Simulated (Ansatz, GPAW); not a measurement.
# NbAuS3 (model structure): optical spectrum from first principles, part 2 of 3

Aim: the dielectric function of NbAuS3 (model structure), and the optical constants that follow from it. The structure is a model built here, which may or may not match a known phase. It was built so: All Ag replaced by Au and O replaced by S in the Pm-3m structure of NbAgO3. The cell is first relaxed with Ansatz.

GPAW 26.7.0; DFT, revPBE, plane-wave PAW (GPAW data sets), scalar-relativistic, RPA, optical limit.

So far: The starting structure; Relaxation.

## Step 3: Ground state

First the ground state: is it a metal or has it a gap?

This step: DFT, revPBE, plane-wave PAW (GPAW data sets), scalar-relativistic, ground state (GPAW 26.7.0).

gs.py reads:

```python
from ase import Atoms
from ase.dft.bandgap import bandgap
from gpaw import GPAW, PW, FermiDirac

atoms = Atoms(['Au', 'Nb', 'S', 'S', 'S'],
              cell=[[4.82881452, 0.00000000, 0.00000000],
                    [0.00000000, 4.82881452, 0.00000000],
                    [0.00000000, 0.00000000, 4.82881452]],
              scaled_positions=[[0.50000000, 0.50000000, 0.50000000],
                                [0.00000000, 1.00000000, 1.00000000],
                                [1.00000000, 0.00000000, 0.50000000],
                                [0.00000000, 0.50000000, 0.00000000],
                                [0.50000000, 0.00000000, 1.00000000]],
              pbc=[True, True, True])
atoms.calc = GPAW(mode=PW(450), xc='revPBE', kpts={'size': (5, 5, 5), 'gamma': True},
                  occupations=FermiDirac(0.05), maxiter=150, txt='gs.txt')
print('energy (eV)', atoms.get_potential_energy())
print('Fermi level (eV)', atoms.calc.get_fermi_level())
print('valence electrons', atoms.calc.get_number_of_electrons())
print('gap (eV)', bandgap(atoms.calc, output=None)[0])
print('direct gap (eV)', bandgap(atoms.calc, direct=True, output=None)[0])
atoms.calc.write('gs.gpw')
```

Command:

```bash
> OMP_NUM_THREADS=1 python gs.py
```

Numbers of over 12 decimals in the logs are rounded to 6 here.

The program printed:

```text
__  _  _
 | _ |_)|_||  |
 |__||  | ||/\| - 26.7.0

Versions:
  Python: 3.12.14
  ASE:    3.29.0
  Numpy:  2.5.5
  Scipy:  1.18.1
  Libxc:  7.0.0

Input parameters:
  mode=PW(ecut=450.000000),
  kpts=MonkhorstPack(size=(5, 5, 5), gamma=True),
  maxiter=150,
  occupations=Occupations(name='fermi-dirac', width=0.05, fixmagmom=False),
  xc=XC(name='revPBE')

Diagonalizing LCAO Hamiltonian
Converting LCAO to pw mode
    .-----------.
   /|           |
  / |           |
 *  |           |
 |  |           |
 |  |   Au      |
 S  .-----------.
 | /           /
 |/           /
 Nb----S-----*

Atoms  # Å, Bohr magnetons
|   | symbol |        x |        y |        z |    initial magnetic moments |
| 0 |     Au | 2.414407 | 2.414407 | 2.414407 | ( 0.0000,  0.0000,  0.0000) |
| 1 |     Nb | 0.000000 | 4.828815 | 4.828815 | ( 0.0000,  0.0000,  0.0000) |
| 2 |      S | 4.828815 | 0.000000 | 2.414407 | ( 0.0000,  0.0000,  0.0000) |
| 3 |      S | 0.000000 | 2.414407 | 0.000000 | ( 0.0000,  0.0000,  0.0000) |
| 4 |      S | 2.414407 | 0.000000 | 4.828815 | ( 0.0000,  0.0000,  0.0000) |

Unit cell  # Å
| periodic |        x |        y |        z |  lengths |    angles |
|      yes | 4.828815 | 0.000000 | 0.000000 | 4.828815 | 90.000000 |
|      yes | 0.000000 | 4.828815 | 0.000000 | 4.828815 | 90.000000 |
|      yes | 0.000000 | 0.000000 | 4.828815 | 4.828815 | 90.000000 |

Number of symmetries: 48
Symmetry operations  # r_c * U_cc + t_c -> r_c
|    | kind |            matrix            |
|  0 |  E   |  1, 0, 0,  0, 1, 0,  0, 0, 1 |
|  1 |  σ   |  1, 0, 0,  0, 1, 0,  0, 0,-1 |
|  2 |  σ   |  1, 0, 0,  0, 0, 1,  0, 1, 0 |
|  3 |  C4  |  1, 0, 0,  0, 0, 1,  0,-1, 0 |
|  4 |  C4  |  1, 0, 0,  0, 0,-1,  0, 1, 0 |
|  5 |  σ   |  1, 0, 0,  0, 0,-1,  0,-1, 0 |
|  6 |  σ   |  1, 0, 0,  0,-1, 0,  0, 0, 1 |
|  7 |  C2  |  1, 0, 0,  0,-1, 0,  0, 0,-1 |
|  8 |  σ   |  0, 1, 0,  1, 0, 0,  0, 0, 1 |
|  9 |  C2  |  0, 1, 0,  1, 0, 0,  0, 0,-1 |
| 10 |  C3  |  0, 1, 0,  0, 0, 1,  1, 0, 0 |
| 11 |  S6  |  0, 1, 0,  0, 0, 1, -1, 0, 0 |
| 12 |  S6  |  0, 1, 0,  0, 0,-1,  1, 0, 0 |
| 13 |  C3  |  0, 1, 0,  0, 0,-1, -1, 0, 0 |
| 14 |  C4  |  0, 1, 0, -1, 0, 0,  0, 0, 1 |
| 15 |  S4  |  0, 1, 0, -1, 0, 0,  0, 0,-1 |
| 16 |  C3  |  0, 0, 1,  1, 0, 0,  0, 1, 0 |
| 17 |  S6  |  0, 0, 1,  1, 0, 0,  0,-1, 0 |
| 18 |  σ   |  0, 0, 1,  0, 1, 0,  1, 0, 0 |
| 19 |  C4  |  0, 0, 1,  0, 1, 0, -1, 0, 0 |
| 20 |  C2  |  0, 0, 1,  0,-1, 0,  1, 0, 0 |
| 21 |  S4  |  0, 0, 1,  0,-1, 0, -1, 0, 0 |
| 22 |  S6  |  0, 0, 1, -1, 0, 0,  0, 1, 0 |
| 23 |  C3  |  0, 0, 1, -1, 0, 0,  0,-1, 0 |
| 24 |  S6  |  0, 0,-1,  1, 0, 0,  0, 1, 0 |
| 25 |  C3  |  0, 0,-1,  1, 0, 0,  0,-1, 0 |
| 26 |  C4  |  0, 0,-1,  0, 1, 0,  1, 0, 0 |
| 27 |  σ   |  0, 0,-1,  0, 1, 0, -1, 0, 0 |
| 28 |  S4  |  0, 0,-1,  0,-1, 0,  1, 0, 0 |
| 29 |  C2  |  0, 0,-1,  0,-1, 0, -1, 0, 0 |
| 30 |  C3  |  0, 0,-1, -1, 0, 0,  0, 1, 0 |
| 31 |  S6  |  0, 0,-1, -1, 0, 0,  0,-1, 0 |
| 32 |  C4  |  0,-1, 0,  1, 0, 0,  0, 0, 1 |
| 33 |  S4  |  0,-1, 0,  1, 0, 0,  0, 0,-1 |
| 34 |  S6  |  0,-1, 0,  0, 0, 1,  1, 0, 0 |
| 35 |  C3  |  0,-1, 0,  0, 0, 1, -1, 0, 0 |
| 36 |  C3  |  0,-1, 0,  0, 0,-1,  1, 0, 0 |
| 37 |  S6  |  0,-1, 0,  0, 0,-1, -1, 0, 0 |
| 38 |  σ   |  0,-1, 0, -1, 0, 0,  0, 0, 1 |
| 39 |  C2  |  0,-1, 0, -1, 0, 0,  0, 0,-1 |
| 40 |  σ   | -1, 0, 0,  0, 1, 0,  0, 0, 1 |
| 41 |  C2  | -1, 0, 0,  0, 1, 0,  0, 0,-1 |
| 42 |  C2  | -1, 0, 0,  0, 0, 1,  0, 1, 0 |
| 43 |  S4  | -1, 0, 0,  0, 0, 1,  0,-1, 0 |
| 44 |  S4  | -1, 0, 0,  0, 0,-1,  0, 1, 0 |
| 45 |  C2  | -1, 0, 0,  0, 0,-1,  0,-1, 0 |
| 46 |  C2  | -1, 0, 0,  0,-1, 0,  0, 0, 1 |
| 47 |  i   | -1, 0, 0,  0,-1, 0,  0, 0,-1 |

BZ-sampling:
  Number of BZ points: 125
  Number of IBZ points: 10

  Monkhorst-Pack size: [5, 5, 5]
  Monkhorst-Pack shift: [0, 0, 0]

K-points  # in reciprocal-cell coordinates
|   |                                coordinates |     weight |
| 0 | (  0.00000000,   0.00000000,   0.00000000) | 0.00800000 |
| 1 | (  0.20000000,   0.00000000,   0.00000000) | 0.04800000 |
| 2 | (  0.20000000,   0.20000000,   0.00000000) | 0.09600000 |
| 3 | (  0.20000000,   0.20000000,   0.20000000) | 0.06400000 |
| 4 | (  0.40000000,   0.00000000,   0.00000000) | 0.04800000 |
| 5 | (  0.40000000,   0.20000000,   0.00000000) | 0.19200000 |
| 6 | (  0.40000000,   0.20000000,   0.20000000) | 0.19200000 |
| 7 | (  0.40000000,   0.40000000,   0.00000000) | 0.09600000 |
| 8 | (  0.40000000,   0.40000000,   0.20000000) | 0.19200000 |
| 9 | (  0.40000000,   0.40000000,   0.40000000) | 0.06400000 |

Plane wave coefficients: 2469
Cutoff: 450.000000 eV

Spin-components: 1 (collinear spins)
Bands:           30
Projectors:      27
Spin-degeneracy: 2
Datatype:        complex128

Parallelization:
  kpt:    1
  domain: 1
  band:   1

Density:
  Valence electrons: 42.0
  Components: 1
  Grid points: [24 24 24]
  Charge: 0.0  # |e|

Potential:
  Grid points: [24 24 24]

species:
  Au:
    name:    Gold
    id:
    Z:       79.0
    valence: 11
    core:    68
    charge:  0.0  # [|e|]
    compensation charges:
      type: gauss
      rc: 0.42  # [Å]
      lmax: 2
    cutoffs:
      filter: 2.33  # [Å]
      core: 2.81  # [Å]
    projectors
    | kind |    occ | energy [eV] | rcut [Å] |
    |   6s |  1.000 |      -5.619 |    1.323 |
    |   6p |  0.000 |      -0.750 |    1.323 |
    |   5d | 10.000 |      -6.822 |    1.323 |
    |    s |        |      21.593 |    1.323 |
    |    p |        |      26.461 |    1.323 |
    |    d |        |      20.390 |    1.323 |

    Using partial waves for Au as LCAO basis

  Nb:
    name:    Niobium
    id:
    Z:       41.0
    valence: 13
    core:    28
    charge:  0.0  # [|e|]
    compensation charges:
      type: gauss
      rc: 0.40  # [Å]
      lmax: 2
    cutoffs:
      filter: 2.35  # [Å]
      core: 1.51  # [Å]
    projectors
    | kind |    occ | energy [eV] | rcut [Å] |
    |   4s |  2.000 |     -58.314 |    1.323 |
    |   5s |  1.000 |      -3.903 |    1.323 |
    |   4p |  6.000 |     -34.488 |    1.323 |
    |   5p |  0.000 |      -1.077 |    1.323 |
    |   4d |  4.000 |      -2.990 |    1.244 |
    |    d |        |      24.221 |    1.244 |

    Using partial waves for Nb as LCAO basis

  S:
    name:    Sulfur
    id:
    Z:       16.0
    valence: 6
    core:    10
    charge:  0.0  # [|e|]
    compensation charges:
      type: gauss
      rc: 0.24  # [Å]
      lmax: 2
    cutoffs:
      filter: 1.77  # [Å]
      core: 1.66  # [Å]
    projectors
    | kind |    occ | energy [eV] | rcut [Å] |
    |   3s |  2.000 |     -17.230 |    0.974 |
    |   3p |  4.000 |      -6.978 |    0.979 |
    |    s |        |       9.981 |    0.974 |
    |    p |        |      20.234 |    0.979 |
    |    d |        |       0.000 |    0.900 |

    Using partial waves for S as LCAO basis

Reference energy: -653101.427183  # eV

eigensolver:
  PPCG
  Converge bands: occupied
  niter=2

density mixing:
  MSR1-Mixer
  Pratt-step length: 0.05
  Maximum mixing coefficient: 0.75
  Old densities: 10
  SVD Regularization: 0.005
  Good broyden scale: 1.0
  Trust region scale: 1.0
  Backstep threshold: 4.0
  History deletion threshold: 6.0
  Fourier metric: weight=20.0, sigma=0.015

occupation numbers:
  Fermi-Dirac:
    width: 0.0500  # eV

poisson solver:
  ecut: 3600.000000  # eV

xc functional:
  name: revPBE with 2 nearest neighbor stencil

convergence criteria:
- Maximum [total energy] change in last 3 cyles: 0.0005 eV / valence electron
- Maximum integral of absolute [dens]ity change: 0.0001 electrons / valence electron
- Maximum integral of absolute [eigenst]ate change: 4e-08 eV^2 / valence electron
maximum number of iterations: 150

SCF iterations
|iter     |      energy | eigst |  dens |
|iter:   1||  -27.361778 | -0.10 |       |
|iter:   2||  -26.230810 | -1.70 | -0.94 |
|iter:   3||  -24.491386 | -0.54 | -1.00 |
|iter:   4||  -24.085319 | -1.64 | -1.28 |
|iter:   5||  -24.034581 | -2.28 | -1.68 |
|iter:   6||  -24.028050 | -3.03 | -2.17 |
|iter:   7||  -24.026361c| -3.66 | -2.51 |
|iter:   8||  -24.026011c| -4.39 | -2.72 |
|iter:   9||  -24.025994c| -6.14 | -3.69 |
|iter:  10||  -24.025997c| -7.21 | -4.03c|
|iter:  11||  -24.025998c| -7.52c| -4.89c|

Converged in 11 steps
SCF loop duration: 11.830 s (1.075 s/step)
Energy contributions relative to reference atoms: (reference = -653101.427183)

Energy contributions:
  Kinetic:          13.794410
  Coulomb:         -21.301794
  Zero:              0.003990
  External:          0.000000
  Xc:              -16.504462
  Entropy:          -0.036286
  Spinorbit:         0.000000
  ----------------------------
  Free energy:     -24.044141
  Extrapolated:    -24.025998

dipole moment: (-48.724318, -48.724318, -48.724318)  # |e|*Ang

Fermi level: 5.084
Eigenvalues  # (at kpt = [0.000, 0.000, 0.000])
| band index |      eig [eV] | occ [0-2] |
|          0 |       -50.723 |     2.000 |
|        ... |               |           |
|         17 |         3.891 |     2.000 |
|         18 |         4.432 |     2.000 |
|         19 |         4.432 |     2.000 |
|         20 |         4.432 |     2.000 |
|         21 |         4.445 |     2.000 |
|         22 |         4.646 |     2.000 |
|         23 |         4.646 |     2.000 |
|         24 |         4.646 |     2.000 |
|         25 |         6.688 |     0.000 |
|         26 |         6.688 |     0.000 |
|         27 |        11.513 |     0.000 |
|         28 |        12.460 |     0.000 |
|         29 |        12.460 |     0.000 |

No gap
No difference between direct/indirect transitions

--- standard output ---
energy (eV) -24.025998
Fermi level (eV) 5.083787
valence electrons 42.0
gap (eV) 0.0
direct gap (eV) 0.0
```

Elapsed: 14 s, on 1 thread of Arm Neoverse V2, shared host; peak memory 0.17 GiB.

This step gave:

| Property | Result |
| --- | --- |
| energy | -24.03 eV |
| Fermi energy | 5.084 eV |
| electrons | 42 |

There are states at the Fermi level within the smearing, so the occupations stay smeared and the carriers get a Drude term.

## Step 4: Bands for the response

The response needs many more empty bands than the density does.

This step: DFT, revPBE, plane-wave PAW (GPAW data sets), scalar-relativistic, bands at fixed density (GPAW 26.7.0).

nscf.py reads:

```python
from ase.dft.bandgap import bandgap
from gpaw import GPAW, FermiDirac

calc = GPAW('gs.gpw').fixed_density(kpts={'size': (8, 8, 8), 'gamma': True}, nbands=65, convergence={'bands': 59},
                                    occupations=FermiDirac(0.05), txt='nscf.txt')
print('gap (eV)', bandgap(calc, output=None)[0])
print('direct gap (eV)', bandgap(calc, direct=True, output=None)[0])
print('top band over the Fermi level (eV)', min(calc.get_eigenvalues(kpt=k)[58] for k in range(len(calc.get_ibz_k_points()))) - calc.get_fermi_level())
calc.write('full.gpw', mode='all')
```

Command:

```bash
> OMP_NUM_THREADS=1 python nscf.py
```

The program printed:

```text
Diagonalizing LCAO Hamiltonian
Converting LCAO to pw mode
convergence criteria:
- Maximum integral of absolute [eigenst]ate change: 4e-08 eV^2 / valence electron
maximum number of iterations: 150

SCF iterations
|iter     |      energy | eigst |  dens |
|iter:   1||             | +3.17 |       |
|iter:   2||             | +2.02 |       |
|iter:   3||             | +0.93 |       |
|iter:   4||             | -0.19 |       |
|iter:   5||             | -1.01 |       |
|iter:   6||             | -1.86 |       |
|iter:   7||             | -2.59 |       |
|iter:   8||             | -3.42 |       |
|iter:   9||             | -4.09 |       |
|iter:  10||             | -4.75 |       |
|iter:  11||             | -5.28 |       |
|iter:  12||             | -5.87 |       |
|iter:  13||             | -6.54 |       |
|iter:  14||             | -7.16 |       |
|iter:  15||             | -7.86c|       |
SCF steps: 15
  __  _  _
 | _ |_)|_||  |
 |__||  | ||/\| - 26.7.0

Versions:
  Python: 3.12.14
  ASE:    3.29.0
  Numpy:  2.5.5
  Scipy:  1.18.1
  Libxc:  7.0.0

Input parameters:
  mode=PW(ecut=450.000000),
  convergence={'bands': 59},
  gpts=array([24, 24, 24]),
  kpts=MonkhorstPack(size=(8, 8, 8), gamma=True),
  maxiter=150,
  nbands=65,
  occupations=Occupations(name='fermi-dirac', width=0.05, fixmagmom=False),
  parallel={},
  xc=XC(name='revPBE')

--- standard output ---
gap (eV) 0.0
direct gap (eV) 0.0
top band over the Fermi level (eV) 21.898232
```

Run time: 1.8 min. Hardware: 1 thread; peak memory 0.28 GiB.

## Step 5: Dielectric function, RPA

Local fields let the induced charge screen the field inside the cell, which as a rule lowers ε, most along directions where the density is uneven.

This step: DFT, revPBE, plane-wave PAW (GPAW data sets), scalar-relativistic, RPA, optical limit (GPAW 26.7.0).

df.py reads:

```python
from gpaw.response.df import DielectricFunction

df = DielectricFunction('full.gpw', frequencies={'type': 'nonlinear', 'domega0': 0.03, 'omega2': 8},
                        ecut=50,
                        eta=0.2,
                        nbands=59,
                        rate=0.1,
                        txt='df.txt')
for direction in ['x']:
    df.get_dielectric_function(xc='RPA', direction=direction, filename=f'df_{direction}.csv')
```

Command:

```bash
> OMP_NUM_THREADS=1 python df.py
```

The program printed:

```text
Using integrator: PointIntegrator
NonLinearFrequencyDescriptor(from 0.000 to 79.533 eV, 519 points)
Nonperiodic BCs:  [False False False]
Using integrator: PointIntegrator
NonLinearFrequencyDescriptor(from 0.000 to 79.533 eV, 519 points)
Nonperiodic BCs:  [False False False]
Using integrator: PointIntegrator

Calculating chi0 body with:
    Ground state adapter containing:
    Number of spins: 1
    Number of kpoints: 512
    Number of irreducible kpoints: 35
    Number of completely occupied states: 18
    Number of partially occupied states: 25

    Linear response parametrization:
    q_c: [0.0, 0.0, 0.0]
    Number of frequency points: 519
    Planewave cutoff: 50.0
    Number of bands: 59
    Number of planewaves: 81
    Broadening (eta): 0.2

Integrating chi0 body.

Symmetries of q_c:
    Direct symmetries (Uq -> q): 48
    Indirect symmetries (TUq -> q): 0
In total 48 allowed symmetries.

35 groups of equivalent kpoints. 93.1640625% reduction.

Integral kind: spectral function

Calculating chi0 optical extensions with:
    Ground state adapter containing:
    Number of spins: 1
    Number of kpoints: 512
    Number of irreducible kpoints: 35
    Number of completely occupied states: 18
    Number of partially occupied states: 25

    Linear response parametrization:
    Number of frequency points: 519
    Planewave cutoff: 50.0
    Number of bands: 59
    Number of planewaves: 81
    Broadening (eta): 0.2
Integrating chi0 head and wings.

Symmetries of q_c:
    Direct symmetries (Uq -> q): 48
    Indirect symmetries (TUq -> q): 0
In total 48 allowed symmetries.

35 groups of equivalent kpoints. 93.1640625% reduction.

Integral kind: spectral function wings

Calculating drude chi0 with:
    Number of frequency points:519
    Plasma frequency decay rate: 0.1 eV

    Ground state adapter containing:
    Number of spins: 1
    Number of kpoints: 512
    Number of irreducible kpoints: 35
    Number of completely occupied states: 18
    Number of partially occupied states: 25

Symmetries of q_c:
    Direct symmetries (Uq -> q): 48
    Indirect symmetries (TUq -> q): 0
In total 48 allowed symmetries.

35 groups of equivalent kpoints. 93.1640625% reduction.

Integral kind: intraband
Plasma frequency:
[[3.-0.j 0.+0.j 0.+0.j]
 [0.+0.j 3.-0.j 0.+0.j]
 [0.+0.j 0.+0.j 3.-0.j]]
```

Elapsed: 23 s, on 1 thread; peak memory 0.46 GiB.

Sum at mesh points, not converged in k. Im ε, E ∥ x against photon energy; read off at these points:

```tsv
photon energy (eV)	Im ε, E ∥ x
1.0	25.0
2.0	14.1
2.2	14.8
3.0	6.42
4.0	5.12
5.0	3.90
6.0	4.83
7.0	3.51
8.0	3.05
9.0	2.58
10.0	1.78
11.0	1.30
12.0	1.24
13.0	1.24
14.0	1.17
15.0	1.18
16.0	1.08
17.0	0.837
18.0	0.784
19.0	0.745
20.0	0.675
21.0	0.598
```

[end of part 2 of 3]

[Machine, clock and banner lines and Python warnings are left out of the logs.]

[Logs are printed without paths, hosts, clocks, repeated set-up lines and the standing remarks that a program may print on its own settings, such as how far it seeks lower states.]

[Hosts, paths, dates, database ids (printed as entryN), source tags and the programs' standing remarks are cut or masked in the printed files.]
